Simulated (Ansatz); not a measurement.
An input for Ansatz 0.2.0 (PbO (Massicot)):

```yaml
crystal:
  lattice:
    - [6.1559968917, 0.0, 0.0]
    - [0.0, 5.6409719554, 0.0]
    - [0.0, 0.0, 4.7194930637]
  atoms:
    - { symbol: Pb, position: [0.2203158518, 0.9836644104, 0.25] }
    - { symbol: Pb, position: [0.7796841482, 0.0163355896, 0.75] }
    - { symbol: Pb, position: [0.2203158518, 0.5163355896, 0.75] }
    - { symbol: Pb, position: [0.7796841482, 0.4836644104, 0.25] }
    - { symbol: O, position: [0.8736652845, 0.0964555856, 0.25] }
    - { symbol: O, position: [0.1263347155, 0.9035444144, 0.75] }
    - { symbol: O, position: [0.8736652845, 0.4035444144, 0.75] }
    - { symbol: O, position: [0.1263347155, 0.5964555856, 0.25] }
kpoints:
  mp_grid: { grid: [4, 4, 4] }
hamiltonian:
  xc: r2scan
  pseudopotentials: { kind: paw, azcp: { folder: soft_1 } }
scf:
  occupations: { method: fixed }
gw:
  n_empty_bands: 489
  ecut_chi: 120
  qp_bands: [v2, c2]
  qp_kpoints: band_edges
  screening: { model: contour_deformation }
```

```sh
ansatz run input.yaml --threads 24 --pin off --max-ram 82944MiB --backend cuda --events-out ev --progress --plain --runs-dir out --devices 1 --max-vram 78GiB
```

Question: Estimate wall time and host memory on 1 × NVIDIA GB200 (shared by 2 runs) with 24 threads of Arm Neoverse V2, shared host.

It took 35 s; on shared hardware allow 18 s to 71 s. Peak host memory was 3.5 GiB. The sizes that set the cost: 4155 plane waves a state, 27 irreducible k points, 529 bands summed, 501 plane waves in the screening and 8 SCF cycles.

The screening grows as filled bands × empty bands × pairs of k points, times the square of the screening basis for the matrix.

[Paths, hosts, dates, memory and timing lines, banners, echoed tables and standing remarks are left out of the program output.]

[Logs are printed without paths, hosts, clocks, repeated set-up lines and the standing remarks that a program may print on its own settings, such as how far it seeks lower states.]

[Runs of the session that timed out or met a known fault of the program may be left out.]

[Cells called generated may have been cut or substituted from an entry of the Crystallography Open Database or the Materials Project.]

[Hosts, paths, dates, database ids (printed as entryN), source tags and the programs' standing remarks are cut or masked in the printed files.]
